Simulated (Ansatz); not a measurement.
# Antimonene bilayer (AA') in a perpendicular field, part 2 of 3

Wanted: the out-of-plane response of the antimonene bilayer (AA'). A positive field points along +c.

Ansatz 0.2.0; plane-wave DFT, PBE-D3(BJ), Ansatz PAW.

So far. Step 2 (Relaxing the slab): The lattice constant a goes from 4.120 to 4.066 Å.

## (3) Single point, field 0, start network

A sawtooth potential applies the field, turning back in the middle of the vacuum. With the dipole correction the typed value is the field outside the slab. The induced dipole is small, so the SCF threshold is tight.

The cell differs from the one that the last finished run ended in (c 43.600 → 25.346 Å).

Input file input.yaml:

```yaml
crystal:
  lattice:
    - [4.0661113559, 0.0, 0.0]
    - [-2.033055678, 3.5213557288, 0.0]
    - [0.0, 0.0, 25.3457985193]
  atoms:
    - { symbol: Sb, position: [0.6666666667, 0.3333333333, 0.3550884378] }
    - { symbol: Sb, position: [0.3333333333, 0.6666666667, 0.4202802487] }
    - { symbol: Sb, position: [0.3333333333, 0.6666666667, 0.5797197513] }
    - { symbol: Sb, position: [0.6666666667, 0.3333333333, 0.6449115622] }
kpoints:
  mp_grid: { grid: [12, 12, 1] }
  band_path:
    path: [[0, 0, 0], [0.5, 0, 0], [0.33333333, 0.33333333, 0], [0, 0, 0]]
    npoints: 16
hamiltonian:
  xc: pbe
  dispersion: d3bj
scf:
  occupations: { method: fermi_dirac, width: 0.02585 }
  convergence: { dr2_threshold: 1.0e-10 }
efield:
  axis: 3
  dipole_correction: true
  ramp_position: 0.97
  ramp_width: 0.06
  amplitude: 0
output:
  dos: { projected: true, e_range: [-6, 5] }
  write_potential: true
  write_density: true
  volumetric_format: npy
  elf: true
```

Command:

```bash
$ ansatz run input.yaml --threads 4 --pin off --max-ram 8192MiB --backend cpu --events-out ev --progress --plain --runs-dir out
```

The log of the run:

```text
[...]
Crystal: 4 atoms, lattice volume = 362.907 Å³
Basis set: ecut = 420 eV, 7069 PW (Γ)
Bands: 36, of which v1, the nominal top of the filled ones, is band 30 counted from 1 (29 counted from 0)
Symmetry: 6 space group operations
k-points: 19 of 144 (time reversal used)
[...]
SCF iter   1: F=—  HF=-25938.741437 eV  |F-HF|=—  |Δ(HF+E_count)|=         —  Δρ=8.67e-4  dr2=4.42e-3  ethr=1.77e-3  p=0.000 e·Å  D=4.14e-14 V/Å  ΔV_dip=-0.00 eV  dr2_dipole=1.93e-8  V_vac-E_F(+/−)=4.40/4.40 eV  ⟨swp⟩=9.8  Hψ=3372  notcnv=0
efield: sawtooth ramp at fractional position 0.9700 (set: `efield.ramp_position`, or a place that a band, a saddle search or an elastic batch's reference lends), width 0.0600; the density the first Hamiltonian is built on has a dipole p = 0.000 e·Å; the dipole correction subtracts the counter field D = 4.14e-14 V/Å, which shifts the + side's vacuum level by -0.00 eV against the − side's; the planar-averaged density in the ramp window peaks in size at 4.6e-6 e/Å³
[...]
SCF iter   2: F=—  HF=-25938.742081 eV  |F-HF|=—  |Δ(HF+E_count)|=   6.44e-4  Δρ=5.67e-4  dr2=4.17e-3  ethr=7.37e-6  p=0.000 e·Å  D=2.97e-5 V/Å  ΔV_dip=-0.00 eV  dr2_dipole=7.70e-8  V_vac-E_F(+/−)=4.31/4.31 eV  ⟨swp⟩=2.7  Hψ=1543  notcnv=0  defer=24
[...]
SCF iter  11: F=-25938.743059 eV  HF=-25938.743059 eV  |F-HF|=7.28e-12  |Δ(HF+E_count)|=  1.20e-10  Δρ=8.40e-8  dr2=6.71e-11  ethr=1.00e-12  p=-0.000 e·Å  D=-4.02e-7 V/Å  ΔV_dip=0.00 eV  dr2_dipole=1.36e-11  V_vac-E_F(+/−)=4.26/4.26 eV  ⟨swp⟩=7.1  Hψ=2609  notcnv=0
SCF 1 converged in 11 iterations: F = -25938.743059 eV  dr2 = 6.71e-11
[...]
NSCF: frozen V_eff on 49 k-points
efield: sawtooth ramp at fractional position 0.9700 (kept from the solve that this one continues, or follows in the run), width 0.0600; the density the first Hamiltonian is built on has a dipole p = -0.000 e·Å; the dipole correction subtracts the counter field D = -4.02e-7 V/Å, which shifts the + side's vacuum level by +0.00 eV against the − side's; the planar-averaged density in the ramp window peaks in size at 1.6e-8 e/Å³
[...]
SCF converged after 11 iterations
Free energy (F): -25938.743059 eV
[...]
Internal energy: -25938.743059 eV  (E = F + TS)
E sigma→0 (E₀):  -25938.743059 eV
Fermi energy:    0.476865 eV
Dipole field:    D = 0.000003 V/Å  (p = 0.000007 e·Å, saw-weighted, corrected)
Work function:   Φ+ = 4.2557 eV   Φ− = 4.2558 eV
Levels:          The Fermi level and band energies are counted from a zero that moves with the ramp; work functions are not
[...]
--- Band table (eV; the first three rows and the last of 19) ---
  k-point 0: bands = [... 26 lower, -0.0019, -0.0019, 0.0495, 0.0495, 1.5682, 2.0057, 2.7467, 2.7467, ... 2 higher]
  k-point 1: bands = [... 26 lower, -0.7033, -0.1807, -0.1618, -0.1295, 2.0568, 2.3614, 2.6431, 2.8948, ... 2 higher]
  k-point 2: bands = [... 26 lower, -1.1453, -0.5755, -0.5244, -0.1465, 1.6495, 1.9200, 3.1994, 3.2178, ... 2 higher]
  k-point 18: bands = [... 26 lower, -2.3435, -2.0131, -1.8765, -1.5970, 1.0898, 1.5393, 3.0623, 3.0769, ... 2 higher]
```

It took 7.8 s on 4 threads of AMD EPYC 9R14 (Zen 4), shared host; peak memory 0.96 GiB.

This step gave:

* dipole along the normal: 6.58e-6 e·Å
* gap along the path: 0.8823 eV
* smallest direct gap along the path: 1.385 eV
* ionisation energy, upper face: 4.683 eV
* electron affinity, upper face: 3.801 eV
* gap, the smaller of path and mesh: 0.8797 eV

Running mean over a fixed 2.7 Å (it still follows the layers) of the planar mean; the ramp of the sawtooth is left out. Table of electron's electrostatic potential energy less the Fermi level by z:

z (Å), electron's electrostatic potential energy less the Fermi level (eV) and a bar from the least value:
```
      3.5       4.26 ##############################
      4.0       4.26 ##############################
      4.5       4.25 ##############################
      5.0       4.25 ##############################
      5.5       4.23 ##############################
      6.0       4.17 ##############################
      6.5       3.95 #############################
      7.0       3.16 ###########################
      7.5       1.58 ######################
      8.0      -0.28 ################
      8.5      -2.04 ##########
      9.0      -3.71 #####
      9.5      -5.05 #
     10.0      -5.28 
     10.5      -4.20 ####
     11.0      -2.59 #########
     11.5      -0.91 ##############
     12.0       0.79 ###################
     12.5       2.01 #######################
     13.0       1.75 ######################
     13.5       0.28 ##################
     14.0      -1.44 ############
     14.5      -3.10 #######
     15.0      -4.63 ##
     15.5      -5.36 
     16.0      -4.72 ##
     16.5      -3.20 #######
     17.0      -1.51 ############
     17.5       0.30 ##################
     18.0       2.13 #######################
     18.5       3.49 ############################
     19.0       4.05 #############################
     19.5       4.20 ##############################
     20.0       4.24 ##############################
     20.5       4.25 ##############################
     21.0       4.25 ##############################
     21.5       4.26 ##############################
     22.0       4.26 ##############################
```

The density of states has structure finer than the step of the table below, so its rows give means over 0.25 eV. Peaks (eV: height): -3.790: 12.4, -3.520: 16.4, -2.610: 5.77, -2.310: 6.28, -1.640: 7.84, -0.620: 13.0, 1.140: 6.18.

Density of states against energy, zero at the Fermi level of the run, which the smearing sets inside the gap; means over each step:

```csv
energy (eV),density of states (states/eV a cell)
-4.50,0
-4.25,0.0329
-4.00,1.26
-3.75,4.98
-3.50,5.09
-3.25,2.17
-3.00,2.90
-2.75,2.98
-2.50,3.19
-2.25,4.49
-2.00,4.09
-1.75,5.55
-1.50,4.12
-1.25,2.21
-1.00,1.94
-0.75,2.67
-0.50,1.07
-0.25,0
0.00,0
0.25,0
0.50,0.340
0.75,1.72
1.00,2.89
1.25,4.12
1.50,3.60
1.75,4.07
```

Projected DOS per atom over height of the atomic layer and energy from the Fermi level. Layers: Sb Sb Sb Sb from below.

Ten even steps from '_' (0.00 states/eV) to '@' (1.33 states/eV), each cell a mean:
```
++++++++
********
##****##
--------
________
________
________
========
--------
**++++**
@@@@@@@@
%%%%%%%%
**++++**
++++++++
========
%%%%%%%%
--====--
________
________
________
________
________
```
Columns: height of the atomic layer (Å) from 9 to 16.3 (not evenly spaced); rows upwards: energy from the Fermi level (eV) from -5.96 to 2.05.

Electronic bands along the path, in eV, zero at the Fermi level of the run, which the smearing sets inside the gap:

```csv
point,band 27,band 28,band 29,band 30,band 31,band 32,band 33,band 34
Γ,-0.48,-0.48,-0.43,-0.43,1.09,1.53,2.27,2.27
halfway,-1.58,-1.47,-1.42,-0.75,0.64,1.07,2.77,2.90
M,-2.38,-2.10,-2.05,-1.87,0.93,1.32,1.38,2.35
halfway,-2.88,-2.58,-2.33,-1.85,1.12,1.68,2.17,2.34
K,-2.82,-2.49,-2.35,-2.07,0.61,1.06,2.59,2.60
halfway,-2.43,-2.36,-1.53,-0.74,1.39,1.94,2.08,2.38
Γ,-0.48,-0.48,-0.43,-0.43,1.09,1.53,2.27,2.27
```

ELF in the ca plane at fractional y = 0.333, with atoms of Sb within 0.2 Å of it. It is the smooth field of the valence electrons, not physical close to the nuclei.

Ten even steps from '0' (0.00) to '9' (0.85), each cell a mean:
```
00013578764456654421001344566545688752100000
00136898642235532100000112454323479985210000
00247998510023421000000001343200258997410000
01257997400013321000000001233100158997420000
00247998520023431000000001343200268996410000
00135898643345542210000123455333579975210000
00012467765566655431001345566555677642000000
00000123444556556652003666556554443210000000
00000000012345456773004776545432100000000000
00000000112345456763004776545432110000000000
00000134555566556652003666556655554210000000
```
Columns run along c (16.0 Å, from fractional 0.21 to 0.84 of the cell), rows up along a (4.1 Å). Atoms in or near the plane, at fractional coordinates: Sb at (0.36, 0.67), Sb at (0.64, 0.67).

Valence density in the ca plane at fractional y = 0.333, with atoms of Sb within 0.2 Å of it. It is the smooth field of the valence electrons, not physical close to the nuclei.

Ten steps, logarithmic in the rise over the least value, from '0' (0 e/Å³) to '9' (18 e/Å³), each cell a mean:
```
00000000122221110000000001111222210000000000
00000001245432110000000000112355321000000000
00000002368852100000000000113688631000000000
00000012479963100000000000013799731000000000
00000001368752100000000000113588531000000000
00000001234432110000000000112344321000000000
00000000112221111000000001111222110000000000
00000000001111111100000011111111000000000000
00000000000111111100000011111100000000000000
00000000000111111100000011111100000000000000
00000000011111111000000011111111100000000000
```
Columns run along c (16.0 Å, from fractional 0.21 to 0.84 of the cell), rows up along a (4.1 Å). Atoms in or near the plane, at fractional coordinates: Sb at (0.36, 0.67), Sb at (0.64, 0.67).

Electrostatic potential energy in the ca plane at fractional y = 0.333, with atoms of Sb within 0.2 Å of it. With pseudopotentials it is smooth inside the atoms' cores, unlike the true potential.

Ten even steps from '0' (-27 eV) to '9' (5 eV), each cell a mean:
```
99999999864568889999999998887655689999999999
99999998510026899999999999985200268999999999
99999997200004899999999999973000037999999999
99999996100003799999999999972000027999999999
99999997200004899999999999973000048999999999
99999998521136899999999999986311368999999999
99999999865678888999999998888766789999999999
99999999988888778899999988778888999999999999
99999999999988767899999987678899999999999999
99999999999988767899999987678899999999999999
99999999988888878899999988788888899999999999
```
Columns run along c (16.0 Å, from fractional 0.21 to 0.84 of the cell; values clipped at the 3rd and 97th percentile), rows up along a (4.1 Å). Atoms in or near the plane, at fractional coordinates: Sb at (0.36, 0.67), Sb at (0.64, 0.67).

The gap is 0.88 eV, with the valence edge 4.68 eV and the conduction edge 3.80 eV under the upper vacuum level. Spin-orbit coupling, left out in this run, matters for the bands of elements this heavy.

## (4) Atoms held, field 0.05 V/Å

Changes to input.yaml since step 3:

```diff
@@ -26,5 +26,4 @@
   ramp_width: 0.06
-  amplitude: 0
+  amplitude: 0.05
 output:
-  dos: { projected: true, e_range: [-6, 5] }
   write_potential: true
@@ -32,2 +31 @@
   volumetric_format: npy
-  elf: true
```

The log of the run:

```text
[...]
Crystal: 4 atoms, lattice volume = 362.907 Å³
Basis set: ecut = 420 eV, 7069 PW (Γ)
Bands: 36, of which v1, the nominal top of the filled ones, is band 30 counted from 1 (29 counted from 0)
Symmetry: 6 space group operations
k-points: 19 of 144 (time reversal used)
[...]
k-point 0: bands = [... 26 lower, -0.0114, -0.0114, 0.0586, 0.0586, 1.5666, 2.0069, 2.7416, 2.7416, ... 2 higher]
  k-point 1: bands = [... 26 lower, -0.6924, -0.1903, -0.1615, -0.1203, 2.0546, 2.3629, 2.6407, 2.8970, ... 2 higher]
  k-point 2: bands = [... 26 lower, -1.1460, -0.5850, -0.5152, -0.1461, 1.6471, 1.9220, 3.1958, 3.2153, ... 2 higher]
  k-point 18: bands = [... 26 lower, -2.3444, -2.0182, -1.8717, -1.5965, 1.0883, 1.5405, 3.0615, 3.0759, ... 2 higher]
[key lines of the parts left out:]
SCF converged after 12 iterations
Free energy (F): -25938.743981 eV
Fermi energy:    0.479996 eV
Dipole field:    D = 0.018390 V/Å  (p = 0.036883 e·Å, saw-weighted, corrected)
```

Run time: 7.5 s. Hardware: 4 threads; peak memory 0.85 GiB; 28 s of CPU time.

The dipole is 0.0369 e·Å, and the gap 0.869 eV.

## (5) Single point, field -0.05 V/Å

Changes to input.yaml since step 4:

```diff
@@ -26,3 +26,3 @@
   ramp_width: 0.06
-  amplitude: 0.05
+  amplitude: -0.05
 output:
```

The log of the run:

```text
[...]
Crystal: 4 atoms, lattice volume = 362.907 Å³
Basis set: ecut = 420 eV, 7069 PW (Γ)
Bands: 36, of which v1, the nominal top of the filled ones, is band 30 counted from 1 (29 counted from 0)
Symmetry: 6 space group operations
k-points: 19 of 144 (time reversal used)
[...]
k-point 0: bands = [... 26 lower, -0.0114, -0.0114, 0.0586, 0.0586, 1.5666, 2.0069, 2.7416, 2.7416, ... 2 higher]
  k-point 1: bands = [... 26 lower, -0.6924, -0.1903, -0.1615, -0.1203, 2.0546, 2.3629, 2.6407, 2.8970, ... 2 higher]
  k-point 2: bands = [... 26 lower, -1.1460, -0.5850, -0.5152, -0.1461, 1.6471, 1.9220, 3.1958, 3.2153, ... 2 higher]
  k-point 18: bands = [... 26 lower, -2.3444, -2.0182, -1.8717, -1.5965, 1.0883, 1.5405, 3.0615, 3.0759, ... 2 higher]
[key lines of the parts left out:]
SCF converged after 12 iterations
Free energy (F): -25938.743981 eV
Fermi energy:    0.479996 eV
Dipole field:    D = -0.018390 V/Å  (p = -0.036883 e·Å, saw-weighted, corrected)
```

Wall time 7.6 s (4 threads); peak memory 0.85 GiB.

The dipole is -0.0369 e·Å, and the gap 0.869 eV.

## (6) Atoms held, field 0.1 V/Å

Changes to input.yaml since step 5:

```diff
@@ -24,5 +24,5 @@
   dipole_correction: true
-  ramp_position: 0.97
-  ramp_width: 0.06
-  amplitude: -0.05
+  ramp_position: 0.9641
+  ramp_width: 0.0718
+  amplitude: 0.1
 output:
```

The log of the run:

```text
[...]
Crystal: 4 atoms, lattice volume = 362.907 Å³
Basis set: ecut = 420 eV, 7069 PW (Γ)
Bands: 36, of which v1, the nominal top of the filled ones, is band 30 counted from 1 (29 counted from 0)
Symmetry: 6 space group operations
k-points: 19 of 144 (time reversal used)
[...]
k-point 0: bands = [... 26 lower, -0.0311, -0.0311, 0.0772, 0.0772, 1.5620, 2.0103, 2.7281, 2.7281, ... 2 higher]
  k-point 1: bands = [... 26 lower, -0.6716, -0.2099, -0.1607, -0.1017, 2.0481, 2.3675, 2.6335, 2.8893, ... 2 higher]
  k-point 2: bands = [... 26 lower, -1.1479, -0.6047, -0.4966, -0.1449, 1.6400, 1.9278, 3.1856, 3.2079, ... 2 higher]
  k-point 18: bands = [... 26 lower, -2.3469, -2.0319, -1.8591, -1.5951, 1.0837, 1.5439, 3.0589, 3.0729, ... 2 higher]
[key lines of the parts left out:]
SCF converged after 12 iterations
Free energy (F): -25938.746747 eV
Fermi energy:    0.486778 eV
Dipole field:    D = 0.036783 V/Å  (p = 0.073770 e·Å, saw-weighted, corrected)
```

Run time: 7.7 s. Hardware: 4 threads; peak memory 0.85 GiB.

The dipole is 0.0738 e·Å, and the gap 0.847 eV.

## (7) Atoms held, field -0.1 V/Å

Changes to input.yaml since step 6:

```diff
@@ -26,3 +26,3 @@
   ramp_width: 0.0718
-  amplitude: 0.1
+  amplitude: -0.1
 output:
```

The log of the run:

```text
[...]
Crystal: 4 atoms, lattice volume = 362.907 Å³
Basis set: ecut = 420 eV, 7069 PW (Γ)
Bands: 36, of which v1, the nominal top of the filled ones, is band 30 counted from 1 (29 counted from 0)
Symmetry: 6 space group operations
k-points: 19 of 144 (time reversal used)
[...]
k-point 0: bands = [... 26 lower, -0.0311, -0.0311, 0.0772, 0.0772, 1.5620, 2.0103, 2.7281, 2.7281, ... 2 higher]
  k-point 1: bands = [... 26 lower, -0.6716, -0.2099, -0.1607, -0.1017, 2.0481, 2.3675, 2.6335, 2.8893, ... 2 higher]
  k-point 2: bands = [... 26 lower, -1.1479, -0.6047, -0.4966, -0.1449, 1.6400, 1.9278, 3.1856, 3.2079, ... 2 higher]
  k-point 18: bands = [... 26 lower, -2.3469, -2.0319, -1.8591, -1.5951, 1.0837, 1.5439, 3.0589, 3.0729, ... 2 higher]
[key lines of the parts left out:]
SCF converged after 12 iterations
Free energy (F): -25938.746747 eV
Fermi energy:    0.486778 eV
Dipole field:    D = -0.036783 V/Å  (p = -0.073770 e·Å, saw-weighted, corrected)
```

It took 7.8 s on 4 threads; peak memory 0.85 GiB.

The dipole is -0.0738 e·Å, and the gap 0.847 eV.

## (8) Atoms held, field 0.2 V/Å

Changes to input.yaml since step 7:

```diff
@@ -26,3 +26,3 @@
   ramp_width: 0.0718
-  amplitude: -0.1
+  amplitude: 0.2
 output:
```

The log of the run:

```text
[...]
Crystal: 4 atoms, lattice volume = 362.907 Å³
Basis set: ecut = 420 eV, 7069 PW (Γ)
Bands: 36, of which v1, the nominal top of the filled ones, is band 30 counted from 1 (29 counted from 0)
Symmetry: 6 space group operations
k-points: 19 of 144 (time reversal used)
[...]
k-point 0: bands = [... 26 lower, -0.0776, -0.0776, 0.1193, 0.1193, 1.5443, 2.0233, 2.6887, 2.6887, ... 2 higher]
  k-point 1: bands = [... 26 lower, -0.6259, -0.2565, -0.1575, -0.0596, 2.0238, 2.3837, 2.6079, 2.8514, ... 2 higher]
  k-point 2: bands = [... 26 lower, -1.1555, -0.6513, -0.4544, -0.1403, 1.6144, 1.9483, 3.1522, 3.1779, ... 2 higher]
  k-point 18: bands = [... 26 lower, -2.3569, -2.0733, -1.8220, -1.5896, 1.0662, 1.5569, 3.0488, 3.0613, ... 2 higher]
[key lines of the parts left out:]
SCF converged after 12 iterations
Free energy (F): -25938.757815 eV
Fermi energy:    0.500512 eV
Dipole field:    D = 0.073601 V/Å  (p = 0.147611 e·Å, saw-weighted, corrected)
```

Run time: 7.8 s. Hardware: 4 threads; peak memory 0.85 GiB.

The dipole is 0.148 e·Å, and the gap 0.791 eV.

## (9) Single point, field -0.2 V/Å

Changes to input.yaml since step 8:

```diff
@@ -26,3 +26,3 @@
   ramp_width: 0.0718
-  amplitude: 0.2
+  amplitude: -0.2
 output:
```

The log of the run:

```text
[...]
Crystal: 4 atoms, lattice volume = 362.907 Å³
Basis set: ecut = 420 eV, 7069 PW (Γ)
Bands: 36, of which v1, the nominal top of the filled ones, is band 30 counted from 1 (29 counted from 0)
Symmetry: 6 space group operations
k-points: 19 of 144 (time reversal used)
[...]
k-point 0: bands = [... 26 lower, -0.0776, -0.0776, 0.1193, 0.1193, 1.5443, 2.0233, 2.6887, 2.6887, ... 2 higher]
  k-point 1: bands = [... 26 lower, -0.6259, -0.2565, -0.1575, -0.0596, 2.0238, 2.3837, 2.6079, 2.8514, ... 2 higher]
  k-point 2: bands = [... 26 lower, -1.1555, -0.6513, -0.4544, -0.1403, 1.6144, 1.9483, 3.1522, 3.1779, ... 2 higher]
  k-point 18: bands = [... 26 lower, -2.3569, -2.0733, -1.8220, -1.5896, 1.0662, 1.5569, 3.0488, 3.0613, ... 2 higher]
[key lines of the parts left out:]
SCF converged after 12 iterations
Free energy (F): -25938.757815 eV
Fermi energy:    0.500512 eV
Dipole field:    D = -0.073601 V/Å  (p = -0.147611 e·Å, saw-weighted, corrected)
```

Run time: 7.8 s. Hardware: 4 threads; peak memory 0.84 GiB.

The dipole is -0.148 e·Å, and the gap 0.791 eV.

## (10) Single point, field 0.3 V/Å

Changes to input.yaml since step 9:

```diff
@@ -24,5 +24,5 @@
   dipole_correction: true
-  ramp_position: 0.9641
-  ramp_width: 0.0718
-  amplitude: -0.2
+  ramp_position: 0.9613
+  ramp_width: 0.0775
+  amplitude: 0.3
 output:
```

The log of the run:

```text
[...]
Crystal: 4 atoms, lattice volume = 362.907 Å³
Basis set: ecut = 420 eV, 7069 PW (Γ)
Bands: 36, of which v1, the nominal top of the filled ones, is band 30 counted from 1 (29 counted from 0)
Symmetry: 6 space group operations
k-points: 19 of 144 (time reversal used)
[...]
k-point 0: bands = [... 26 lower, -0.1274, -0.1274, 0.1611, 0.1611, 1.5166, 2.0424, 2.6421, 2.6421, ... 2 higher]
  k-point 1: bands = [... 26 lower, -0.5809, -0.3063, -0.1526, -0.0178, 1.9876, 2.4036, 2.5731, 2.8057, ... 2 higher]
  k-point 2: bands = [... 26 lower, -1.1680, -0.7012, -0.4126, -0.1333, 1.5776, 1.9760, 3.1093, 3.1223, ... 2 higher]
  k-point 18: bands = [... 26 lower, -2.3734, -2.1232, -1.7798, -1.5811, 1.0389, 1.5761, 3.0319, 3.0421, ... 2 higher]
[key lines of the parts left out:]
SCF converged after 12 iterations
Free energy (F): -25938.776276 eV
Fermi energy:    0.509999 eV
Dipole field:    D = 0.110505 V/Å  (p = 0.221623 e·Å, saw-weighted, corrected)
```

Wall time 8 s (4 threads); peak memory 0.82 GiB; 31 s of CPU time.

The dipole is 0.222 e·Å, and the gap 0.726 eV.

(Continued in part 3 of 3.)

[Long decimals in the printed logs are rounded to 6 places.]

[Logs are printed without paths, hosts, clocks, repeated set-up lines and the standing remarks that a program may print on its own settings, such as how far it seeks lower states.]

[Hosts, paths, dates, database ids (printed as entryN), source tags and the programs' standing remarks are cut or masked in the printed files.]

[Maps of the electrostatic potential energy from Ansatz leave out the sawtooth potential of an applied field or a dipole correction, so their vacuum need not be flat; planar profiles and work functions include it.]

[The density of states shown here was stored with 400 of the rows of the run's finer table, so its peaks can read low, often by over a quarter, or be missed, and its means over a window can be off by a tenth or more.]
